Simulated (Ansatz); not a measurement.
# How fast states decay through Cd4Te3S

Aim: relax a made-up compound, Cd4Te3S, and see how good a tunnel barrier it would be. It is built by putting Cd for Mg, S for Se in the Mg4Te3Se structure of space group P-4m2, with the volume rescaled by atomic radii. The parent structure comes from the Materials Project.

Program: Ansatz 0.2.0. Level of theory: PBE DFT, plane waves, PAW files, in the first sound run; inputs show where later runs differ. Results are calculated unless marked as measured.

The structure was built from a prototype and need not be the compound's stable phase.

### 1. Starting point

Symmetry: P-4m2, No. 115, tetragonal system. Conventional cell: a = 4.484 Å, b = 4.484 Å, c = 12.629 Å, α = 90.00°, β = 90.00°, γ = 90.00°. Cd has 2 S at 2.62 Å and 2 Te at 2.78 Å nearest. Nearest to Cd lie 4 Te at 2.78 to 2.79 Å. Te has 4 Cd at 2.78 to 2.79 Å nearest. Nearest to Te lie 4 Cd at 2.78 Å. S has 4 Cd at 2.62 Å nearest. It derives from Mg4Te3Se. Cd for Mg, S for Se in the Mg4Te3Se structure of space group P-4m2. Farther neighbours and most contacts between anions are not listed.

### 2. Relaxing the new crystal

The substituted atoms don't fit the parent's cell, so cell and atoms relax together. A small smearing keeps the run stable in case the gap closes on the way.

File input.yaml:

```yaml
crystal:
  lattice:
    - [4.4840686144, 0.0, 0.0]
    - [0.0, 4.4840686144, 0.0]
    - [0.0, 0.0, 12.6287077659]
  atoms:
    - { symbol: Cd, position: [0.5, 0.0, 0.60787297] }
    - { symbol: Cd, position: [0.0, 0.5, 0.39212703] }
    - { symbol: Cd, position: [0.5, 0.0, 0.13068306] }
    - { symbol: Cd, position: [0.0, 0.5, 0.86931694] }
    - { symbol: Te, position: [0.5, 0.5, 0.26162424] }
    - { symbol: Te, position: [0.0, 0.0, 0.0] }
    - { symbol: Te, position: [0.5, 0.5, 0.73837576] }
    - { symbol: S, position: [0.0, 0.0, 0.5] }
kpoints:
  mp_grid: { grid: [6, 6, 2] }
scf:
  occupations: { method: gaussian, width: 0.03 }
hamiltonian:
  xc: pbe
output:
  forces: true
  stress: true
relax:
  f_tol: 0.02
  max_steps: 60
  cell: {}
```

Command:

```sh
$ ansatz run input.yaml --threads 2 --pin off --max-ram 4096MiB --backend cpu --events-out ev --progress --plain --runs-dir out
```

Numbers of over 12 decimals in the logs are rounded to 6 here.

The log of the run:

```text
Engine: ansatz 0.2.0, x86_64-unknown-linux-gnu
Pseudopotentials: kind: paw
Pseudopotential: Cd, paw, valence charge 20, recommended cutoff 420 eV (normal), Cd.paw.azcp
Pseudopotential: Te, paw, valence charge 16, recommended cutoff 420 eV (normal), Te.paw.azcp
Pseudopotential: S, paw, valence charge 6, recommended cutoff 420 eV (normal), S.paw.azcp
Functional definition: PBE
  parameter kappa = 0.804
  parameter beta = 0.066725
  exchange = pbe_x(kappa = kappa, mu = beta*pi^2/3)
  correlation = pbe_c(beta = beta)
Crystal: 8 atoms, lattice volume = 253.924 Å³
Basis set: ecut = 420 eV, 4963 PW (Γ), exchange–correlation on 60×60×180 points (8 copies of the dense FFT grid, shifted against one another)
Bands: 81, of which v1, the nominal top of the filled ones, is band 67 counted from 1 (66 counted from 0)
Symmetry: 8 space group operations
Space group: P-4m2 (ITA 115), of the structure as read, at distance tolerance 6.3e-5 Å
k-points: 20 of 72
Non-local potential: Cd, projectors of the file, l = 0: 3, l = 1: 2, l = 2: 2, l = 3: 1
Non-local potential: Te, projectors of the file, l = 0: 2, l = 1: 2, l = 2: 2, l = 3: 2
Non-local potential: S, projectors of the file, l = 0: 2, l = 1: 2, l = 2: 2
PAW form: soft (Blöchl's): semilocal exchange-correlation on the pseudo side does not see the compensation charge
PAW one-centre angular grid: Cd, 590 points (default); XC on 64 Gauss nodes
PAW one-centre angular grid: Te, 590 points (default); XC on 64 Gauss nodes
PAW one-centre angular grid: S, 110 points (default); XC on 64 Gauss nodes
Initial density: superposition of atomic densities (neutral atoms: chi_scale 0, normalization atom), corrected by the library's trained network
Initial wavefunctions: pseudopotential atomic-orbital guess
Functional: x = pbe(κ = 0.804, μ = 0.219515), c = pbe(β = 0.066725)
SCF iter   1: F=—  HF=-54863.523848 eV  |F-HF|=—  |Δ(HF+E_count)|=         —  Δρ=1.22e-3  dr2=9.04e-3  ethr=1.77e-3  ⟨swp⟩=6.5  Hψ=6068  notcnv=0  defer=30
preconditioner: auto → Resta (q_TF=auto, 2.453 Å⁻¹)  ε∞=4.1  [insulator: Δε(μ)=0.678 eV  Ē_g=11.267 eV  σ=0.030 eV  W_gap=1.00  n_scr=64 (ndim 8)  ℏωp=19.8 eV  f_vac=0.175  D(μ)=0.00/eV (n_scr^D=0)  ε∞_Penn≈4.1]
SCF iter   2: F=—  HF=-54863.523969 eV  |F-HF|=—  |Δ(HF+E_count)|=   1.21e-4  Δρ=7.06e-4  dr2=2.85e-3  ethr=6.75e-6  ⟨swp⟩=2.1  Hψ=2739  notcnv=0  defer=117
SCF iter   3: F=—  HF=-54863.523833 eV  |F-HF|=—  |Δ(HF+E_count)|=   1.36e-4  Δρ=3.66e-4  dr2=2.87e-4  ethr=2.13e-6  ⟨swp⟩=2.0  Hψ=2241  notcnv=0  defer=117
SCF iter   4: F=—  HF=-54863.523859 eV  |F-HF|=—  |Δ(HF+E_count)|=   2.63e-5  Δρ=1.17e-4  dr2=5.79e-5  ethr=2.14e-7  ⟨swp⟩=2.0  Hψ=2707  notcnv=0  defer=117
SCF iter   5: F=—  HF=-54863.523843 eV  |F-HF|=—  |Δ(HF+E_count)|=   1.63e-5  Δρ=4.06e-5  dr2=8.37e-6  ethr=4.32e-8  ⟨swp⟩=2.0  Hψ=2149  notcnv=0  defer=117
SCF iter   6: F=—  HF=-54863.523855 eV  |F-HF|=—  |Δ(HF+E_count)|=   1.14e-5  Δρ=1.39e-5  dr2=6.25e-7  ethr=6.25e-9  ⟨swp⟩=2.0  Hψ=2180  notcnv=0  defer=117
SCF iter   7: F=—  HF=-54863.523856 eV  |F-HF|=—  |Δ(HF+E_count)|=   1.07e-6  Δρ=6.38e-6  dr2=1.10e-7  ethr=7.46e-11  ⟨swp⟩=5.0  Hψ=5605  notcnv=0
SCF iter   8: F=-54863.523856 eV  HF=-54863.523856 eV  |F-HF|=3.77e-9  |Δ(HF+E_count)|=   1.03e-7  Δρ=1.61e-6  dr2=9.66e-9  ethr=7.46e-11  ⟨swp⟩=4.0  Hψ=5061  notcnv=0
SCF 1 converged in 8 iterations: F = -54863.523856 eV  dr2 = 9.66e-9
  greatest PAW one-centre occupation: 1.000 electrons in one spin orbital (limit 2), on the Cd atom at site 2 (counted from 0), in its partial waves of l = 0
relax step   1: F+E_penalty+E_count = -54863.52385571 eV  Δ(F+E_penalty+E_count) = +0.000e0 eV  max|allowed force component| = 3.192e-1 eV/Å  Δτ_max = 0.0000 Å  P = +2.382 GPa  Ω = 253.924 Å³  (8 SCF iters, dr2 threshold 1.00e-7 eV, accepted)
Crystal: 8 atoms, lattice volume = 279.115 Å³
Basis set: ecut = 420 eV, 5435 PW (Γ), exchange–correlation on 60×60×180 points (8 copies of the dense FFT grid, shifted against one another)
Initial density: handed on by an earlier stage of this run
Initial wavefunctions: those handed on with the density
iter 1 solved again at ethr=5.42e-5 eV; its pass at ethr=3.10e-3 eV (dr2=7.27e-2 eV) is discarded
SCF iter   1: F=—  HF=-54863.549985 eV  |F-HF|=—  |Δ(HF+E_count)|=         —  Δρ=6.56e-3  dr2=7.53e-2  ethr=5.42e-5  ⟨swp⟩=2.5  Hψ=8456  notcnv=0
preconditioner: auto → Resta (q_TF=auto, 2.414 Å⁻¹)  ε∞=4.0  [insulator: Δε(μ)=0.333 eV  Ē_g=10.904 eV  σ=0.030 eV  W_gap=1.00  n_scr=74 (ndim 8)  ℏωp=18.9 eV  f_vac=0.205  D(μ)=0.00/eV (n_scr^D=0)  ε∞_Penn≈4.0]
SCF iter   2: F=—  HF=-54863.538059 eV  |F-HF|=—  |Δ(HF+E_count)|=   1.19e-2  Δρ=3.29e-3  dr2=1.84e-2  ethr=5.42e-5  ⟨swp⟩=2.0  Hψ=2535  notcnv=0
SCF iter   3: F=—  HF=-54863.539256 eV  |F-HF|=—  |Δ(HF+E_count)|=   1.20e-3  Δρ=7.02e-4  dr2=1.91e-3  ethr=1.38e-5  ⟨swp⟩=2.4  Hψ=2600  notcnv=0
SCF iter   4: F=—  HF=-54863.539945 eV  |F-HF|=—  |Δ(HF+E_count)|=   6.89e-4  Δρ=2.96e-4  dr2=3.88e-4  ethr=1.43e-6  ⟨swp⟩=2.1  Hψ=2326  notcnv=0
SCF iter   5: F=—  HF=-54863.540266 eV  |F-HF|=—  |Δ(HF+E_count)|=   3.21e-4  Δρ=9.38e-5  dr2=3.20e-5  ethr=2.89e-7  ⟨swp⟩=2.0  Hψ=2339  notcnv=0
SCF iter   6: F=—  HF=-54863.540330 eV  |F-HF|=—  |Δ(HF+E_count)|=   6.41e-5  Δρ=2.50e-5  dr2=3.60e-6  ethr=2.39e-8  ⟨swp⟩=2.0  Hψ=2326  notcnv=0
SCF iter   7: F=-54863.540337 eV  HF=-54863.540337 eV  |F-HF|=3.79e-7  |Δ(HF+E_count)|=   6.27e-6  Δρ=1.06e-5  dr2=6.91e-7  ethr=5.97e-10  ⟨swp⟩=5.0  Hψ=5318  notcnv=0
SCF 2 converged in 7 iterations: F = -54863.540337 eV  dr2 = 6.91e-7
  greatest PAW one-centre occupation: 1.000 electrons in one spin orbital (limit 2), on the Cd atom at site 3 (counted from 0), in its partial waves of l = 0
relax step   2: F+E_penalty+E_count = -54863.54033698 eV  Δ(F+E_penalty+E_count) = -1.648e-2 eV  max|allowed force component| = 3.200e-1 eV/Å  Δτ_max = 0.1538 Å  P = -1.512 GPa  Ω = 279.115 Å³  energy of the carried Pulay correction = -5.386e-3 eV  (7 SCF iters, dr2 threshold 8.00e-7 eV, accepted)
Crystal: 8 atoms, lattice volume = 269.301 Å³
Basis set: ecut = 420 eV, 5315 PW (Γ), exchange–correlation on 60×60×180 points (8 copies of the dense FFT grid, shifted against one another)
iter 1 solved again at ethr=1.54e-5 eV; its pass at ethr=3.10e-3 eV (dr2=2.07e-2 eV) is discarded
SCF iter   1: F=—  HF=-54863.640903 eV  |F-HF|=—  |Δ(HF+E_count)|=         —  Δρ=3.73e-3  dr2=2.14e-2  ethr=1.54e-5  ⟨swp⟩=2.8  Hψ=7801  notcnv=0
preconditioner: auto → Resta (q_TF=auto, 2.429 Å⁻¹)  ε∞=4.0  [insulator: Δε(μ)=0.485 eV  Ē_g=11.029 eV  σ=0.030 eV  W_gap=1.00  n_scr=64 (ndim 8)  ℏωp=19.2 eV  f_vac=0.185  D(μ)=0.00/eV (n_scr^D=0)  ε∞_Penn≈4.0]
SCF iter   2: F=—  HF=-54863.637159 eV  |F-HF|=—  |Δ(HF+E_count)|=   3.74e-3  Δρ=1.89e-3  dr2=5.24e-3  ethr=1.54e-5  ⟨swp⟩=2.0  Hψ=2396  notcnv=0
SCF iter   3: F=—  HF=-54863.637287 eV  |F-HF|=—  |Δ(HF+E_count)|=   1.27e-4  Δρ=3.70e-4  dr2=5.45e-4  ethr=3.91e-6  ⟨swp⟩=2.0  Hψ=2087  notcnv=0
SCF iter   4: F=—  HF=-54863.637398 eV  |F-HF|=—  |Δ(HF+E_count)|=   1.11e-4  Δρ=1.42e-4  dr2=1.09e-4  ethr=4.06e-7  ⟨swp⟩=2.0  Hψ=2235  notcnv=0
SCF iter   5: F=—  HF=-54863.637421 eV  |F-HF|=—  |Δ(HF+E_count)|=   2.34e-5  Δρ=4.63e-5  dr2=6.87e-6  ethr=8.11e-8  ⟨swp⟩=2.0  Hψ=2340  notcnv=0
SCF iter   6: F=-54863.637434 eV  HF=-54863.637433 eV  |F-HF|=9.18e-7  |Δ(HF+E_count)|=   1.16e-5  Δρ=1.38e-5  dr2=7.86e-7  ethr=5.97e-10  ⟨swp⟩=3.0  Hψ=6086  notcnv=0
SCF 3 converged in 6 iterations: F = -54863.637434 eV  dr2 = 7.86e-7
relax step   3: F+E_penalty+E_count = -54863.63743351 eV  Δ(F+E_penalty+E_count) = -9.710e-2 eV  max|allowed force component| = 4.422e-3 eV/Å  Δτ_max = 0.0887 Å  P = -0.253 GPa  Ω = 269.301 Å³  energy of the carried Pulay correction = -3.388e-3 eV  (6 SCF iters, dr2 threshold 8.00e-7 eV, accepted)
[...]
relax step   4: F+E_penalty+E_count = -54863.63920765 eV  Δ(F+E_penalty+E_count) = -1.774e-3 eV  max|allowed force component| = 6.046e-3 eV/Å  Δτ_max = 0.0016 Å  P = -0.008 GPa  Ω = 267.567 Å³  energy of the carried Pulay correction = -3.022e-3 eV  (5 SCF iters, dr2 threshold 1.63e-7 eV, accepted)
Basis set: ecut = 420 eV, 5251 PW (Γ), exchange–correlation on 64×64×180 points (8 copies of the dense FFT grid, shifted against one another)
Initial wavefunctions: pseudopotential atomic-orbital guess (no wavefunctions were taken with the density)
iter 1 solved again at ethr=1.91e-7 eV; its pass at ethr=3.10e-3 eV (dr2=2.56e-4 eV) is discarded
SCF iter   1: F=—  HF=-54863.637465 eV  |F-HF|=—  |Δ(HF+E_count)|=         —  Δρ=2.26e-4  dr2=7.08e-6  ethr=1.91e-7  ⟨swp⟩=3.8  Hψ=10503  notcnv=0
preconditioner: auto → Resta (q_TF=auto, 2.431 Å⁻¹)  ε∞=4.0  [insulator: Δε(μ)=0.508 eV  Ē_g=11.049 eV  σ=0.030 eV  W_gap=1.00  n_scr=64 (ndim 8)  ℏωp=19.3 eV  f_vac=0.188  D(μ)=0.00/eV (n_scr^D=0)  ε∞_Penn≈4.0]
SCF iter   2: F=—  HF=-54863.640905 eV  |F-HF|=—  |Δ(HF+E_count)|=   3.44e-3  Δρ=1.12e-4  dr2=1.67e-6  ethr=5.28e-9  ⟨swp⟩=2.0  Hψ=2880  notcnv=0
SCF iter   3: F=—  HF=-54863.641977 eV  |F-HF|=—  |Δ(HF+E_count)|=   1.07e-3  Δρ=2.23e-5  dr2=8.35e-8  ethr=1.24e-9  ⟨swp⟩=2.0  Hψ=2320  notcnv=0
SCF iter   4: F=—  HF=-54863.642017 eV  |F-HF|=—  |Δ(HF+E_count)|=   3.95e-5  Δρ=1.54e-6  dr2=1.64e-9  ethr=6.23e-11  ⟨swp⟩=2.2  Hψ=2868  notcnv=0
SCF iter   5: F=—  HF=-54863.642017 eV  |F-HF|=—  |Δ(HF+E_count)|=   6.18e-8  Δρ=2.72e-7  dr2=1.98e-10  ethr=1.22e-12  ⟨swp⟩=2.1  Hψ=2421  notcnv=0
SCF iter   6: F=-54863.642017 eV  HF=-54863.642017 eV  |F-HF|=0.00e0  |Δ(HF+E_count)|=  8.15e-10  Δρ=6.21e-8  dr2=3.08e-11  ethr=1.00e-12  ⟨swp⟩=5.0  Hψ=5205  notcnv=0
SCF 5 converged in 6 iterations: F = -54863.642017 eV  dr2 = 3.08e-11
relax step   5: F+E_penalty+E_count = -54863.64201665 eV  Δ(F+E_penalty+E_count) = -2.809e-3 eV  max|allowed force component| = 6.082e-3 eV/Å  Δτ_max = 0.0000 Å  P = -0.014 GPa  Ω = 267.567 Å³  stress off target by 2.43e-2 GPa  SCF on the basis re-selected at this cell (its energy is not comparable with the rows above)  (6 SCF iters)
basis re-selected at this cell: Δ(F+E_penalty+E_count) = -2.809e-3 eV, ΔP = -0.006 GPa vs the last step (what re-selecting the basis moved, of the pressure what is left beyond the Pulay correction that the steps carried, after the strain that the cell walked since its last selection, with what the two solves' SCF thresholds leave and, on support functions, any second-order correction that the steps lacked; it is no measure of the basis error at this ecutwfc). The dense FFT grid was sized anew with the basis: this SCF ran on 32×32×90 points, the steps before it on 30×30×90, so part of this shift can come from that change (see relax.cell in the input reference). [rest of the remark cut]
SCF converged after 6 iterations
Free energy (F): -54863.642017 eV
Harris-Foulkes:  -54863.642017 eV  (|F-HF|=0.00e0)
Internal energy: -54863.642017 eV  (E = F + TS)
E sigma→0 (E₀):  -54863.642017 eV
Fermi energy:    6.951036 eV
--- Per-component energies (eV) ---
  E_band       = -2955.830012
  E_kinetic    = 2664.109624
  E_local      = -20688.339435  (includes V_loc(G=0)·N_el)
  E_nonlocal   = -767.877722
  E_hartree    = 10213.947132
  E_xc         = -1174.601201
  E_vxc        = -1283.163867  (∫ρ·V_xc dr)
  E_paw        = -30922.132040  (= ΣΔE_a)
  E_vpaw       = -3308.452699  (= ΣTr[D̂ρ^β])
  E_aug_tail   = -0.000479  (compensation charges beyond the density's cutoff)
  E_ewald      = -14188.747896
  E_smearing   = -0.000000  (= −TS)
  E_closure    = 0.000000  (closes the sum)
  Σ components = -54863.642017   (vs F -54863.642017, Δ=0.00e0)
--- Forces (eV/Å), atoms counted from 1 ---
  atom   1  Cd     0.00000000     0.00000000    -0.00033391
  atom   2  Cd     0.00000000    -0.00000000     0.00033391
  atom   3  Cd     0.00000000    -0.00000000    -0.00014768
  atom   4  Cd     0.00000000     0.00000000     0.00014768
  atom   5  Te    -0.00000000     0.00000000    -0.00608243
  atom   6  Te    -0.00000000     0.00000000     0.00000000
  atom   7  Te    -0.00000000     0.00000000     0.00608243
  atom   8  S     -0.00000000     0.00000000     0.00000000
  max |Σ_I F_I| component: 5.23e-17 eV/Å
--- Stress (GPa, compression-positive) ---
       -0.008388       0.000000       0.000000
        0.000000      -0.008388       0.000000
        0.000000       0.000000      -0.024285
  P = ⅓ Tr σ = -0.0137 GPa (-0.137 kbar)
--- Relaxed structure (4 steps of the walk, 4 accepted, 1 SCFs on fresh bases) ---
  F+E_penalty+E_count = -54863.64201665 eV   max|allowed force component| = 6.082e-3 eV/Å   (the final SCF, on the basis selected at the relaxed cell)
  cell:  # Å, volume = 267.5674 Å³
    - [4.567345, 0, 4.985627429431418e-18]
    - [0, 4.567345, 0]
    - [1.4041273060307395e-17, 0, 12.826425]
  atoms:
    - { symbol: Cd, position: [0.500000, 0, 0.602666] }
    - { symbol: Cd, position: [-4.070164928209221e-19, 0.500000, 0.397334] }
    - { symbol: Cd, position: [0.500000, 0, 0.133003] }
    - { symbol: Cd, position: [1.813251753841776e-19, 0.500000, 0.866997] }
    - { symbol: Te, position: [0.500000, 0.500000, 0.265380] }
    - { symbol: Te, position: [0, 0, 1.3736349816098332e-19] }
    - { symbol: Te, position: [0.500000, 0.500000, 0.734620] }
    - { symbol: S, position: [0, 0, 0.5] }
```

Run time: 18 s. Hardware: 2 threads of AMD EPYC 9R45, shared host; peak memory 0.79 GiB.

The steps of the relaxation:

```
step  energy less that of the first step (eV)  largest force component (eV/Å)  pressure (GPa)  volume (Å³)
   1                                   0.0000                          0.3192            2.38       253.92
   2                                  -0.0165                          0.3200           -1.51       279.12
   3                                  -0.1136                          0.0044           -0.25       269.30
   4                                  -0.1154                          0.0060           -0.01       267.57
  5*                                  -0.1182                          0.0061           -0.01       267.57
```

Relaxation steps marked * repeat the geometry before them on a plane-wave basis chosen anew for their cell, so energy and pressure can jump there.

The run keeps the 8 symmetry operations that it works with, so distortions that break them were not tested.

```
conventional cell, symmetrised  before   after  change
                         a (Å)   4.484   4.567  +1.9 %
                         b (Å)   4.484   4.567  +1.9 %
                         c (Å)  12.629  12.826  +1.6 %
              volume (Å³/atom)   31.74   33.45  +5.4 %
```

The atoms that moved most (Å, as changes of fractional coordinates times the final cell):

```csv
atom,dx,dy,dz,length
Cd1,0.000,0.000,-0.067,0.067
Cd2,0.000,0.000,0.067,0.067
Te5,0.000,0.000,0.048,0.048
Te7,0.000,0.000,-0.048,0.048
Cd3,0.000,0.000,0.030,0.030
Cd4,0.000,0.000,-0.030,0.030
```

Numbers from this step:

| Property | Result |
| --- | --- |
| free energy | -54863.6420 eV |
| Fermi energy | 6.951 eV |
| pressure | -0.01369 GPa |

The largest force component on a free atom ends at 0.0061 eV/Å.

### 3. The bulk crystal and its band edges

The energy window and the wavevectors of the next steps follow from the band edges, so these are searched first, off the mesh as well.

File input.yaml:

```yaml
crystal:
  lattice:
    - [4.5673450938, 0.0, 0.0]
    - [0.0, 4.5673450938, 0.0]
    - [0.0, 0.0, 12.8264247895]
  atoms:
    - { symbol: Cd, position: [0.5, 0.0, 0.6026661195] }
    - { symbol: Cd, position: [0.0, 0.5, 0.3973338805] }
    - { symbol: Cd, position: [0.5, 0.0, 0.1330027033] }
    - { symbol: Cd, position: [0.0, 0.5, 0.8669972967] }
    - { symbol: Te, position: [0.5, 0.5, 0.2653801456] }
    - { symbol: Te, position: [0.0, 0.0, 0.0] }
    - { symbol: Te, position: [0.5, 0.5, 0.7346198544] }
    - { symbol: S, position: [0.0, 0.0, 0.5] }
kpoints:
  mp_grid: { grid: [6, 6, 2] }
  band_path: { path: [VBM, CBM], npoints: 30 }
scf:
  occupations: { method: fixed }
hamiltonian:
  xc: pbe
output:
  eigenvalues: true
  write_potential: true
  write_density: true
  volumetric_format: npy
```

The log of the run:

```text
[...]
Crystal: 8 atoms, lattice volume = 267.567 Å³
Basis set: ecut = 420 eV, 5251 PW (Γ)
Bands: 81, of which v1, the nominal top of the filled ones, is band 67 counted from 1 (66 counted from 0)
Symmetry: 8 space group operations
[...]
k-points: 20 of 72
[...]
SCF iter   1: F=—  HF=-54863.642099 eV  |F-HF|=—  |Δ(HF+E_count)|=         —  Δρ=1.27e-3  dr2=1.10e-2  ethr=1.77e-3  ⟨swp⟩=5.0  Hψ=4942  notcnv=0  defer=227
[...]
SCF iter   7: F=-54863.642136 eV  HF=-54863.642136 eV  |F-HF|=3.18e-8  |Δ(HF+E_count)|=   7.56e-7  Δρ=3.95e-6  dr2=3.91e-8  ethr=7.46e-11  ⟨swp⟩=11.7  Hψ=7477  notcnv=0
SCF 1 converged in 7 iterations: F = -54863.642136 eV  dr2 = 3.91e-8
[...]
NSCF: frozen V_eff on 40 k-points
[...]
SCF converged after 7 iterations
Free energy (F): -54863.642136 eV
[...]
Internal energy: -54863.642136 eV  (E = F + TS)
E sigma→0 (E₀):  -54863.642136 eV
Fermi energy:    6.696739 eV
[...]
--- Band table (eV; the first three rows and the last of 20) ---
  k-point 0: bands = [... 63 lower, 5.9169, 6.5540, 6.6967, 6.6967, 7.2042, 9.3788, 9.5479, 9.7200, ... 10 higher]
  k-point 1: bands = [... 63 lower, 6.2185, 6.2185, 6.5285, 6.5285, 8.4227, 8.4960, 9.5076, 9.7221, ... 10 higher]
  k-point 2: bands = [... 63 lower, 5.7935, 5.9834, 6.2675, 6.6417, 8.2089, 9.3594, 9.6113, 9.7642, ... 10 higher]
  k-point 19: bands = [... 63 lower, 4.7812, 4.7812, 4.8892, 4.9501, 9.8835, 9.8835, 10.0448, 10.1384, ... 10 higher]
```

Elapsed: 29 s, on 2 threads; peak memory 0.86 GiB.

Reading the cycles: dr2 is the Hartree energy of the density residual (eV), the measure of convergence; HF is the Harris–Foulkes estimate of the energy, which meets the free energy F at convergence.

Numbers from this step:

- free energy: -54863.6421 eV
- Fermi energy: 6.697 eV
- gap on the k-mesh: 0.5074 eV
- gap on path: 0.5074 eV, by band count; negative where bands overlap
- direct gap on path: 0.5074 eV
- edge places on path: 0, 0 1/A along the path

Levels at VBM (eV): -7.99, -7.99, -7.94, -7.92, -7.91, -7.90, -7.90, -7.85, -7.84, -7.83, -7.82, -7.80, -7.75, -7.74, -7.37, -4.02, -2.72, -2.43, -2.07, -2.07, -1.13, -1.13, -0.78, -0.78, -0.14, 0.00, 0.00, 0.51, 2.68, 2.85, 3.02, 3.07, 3.48, 3.66, 4.98, 4.98, 5.04, 6.39, 6.39, 6.92.

The searched edges give 0.507 eV, as on the mesh.

[end of part 1 of 2]

[Logs are printed without paths, hosts, clocks, repeated set-up lines and the standing remarks that a program may print on its own settings, such as how far it seeks lower states.]

[Hosts, paths, dates, database ids (printed as entryN), source tags and the programs' standing remarks are cut or masked in the printed files.]
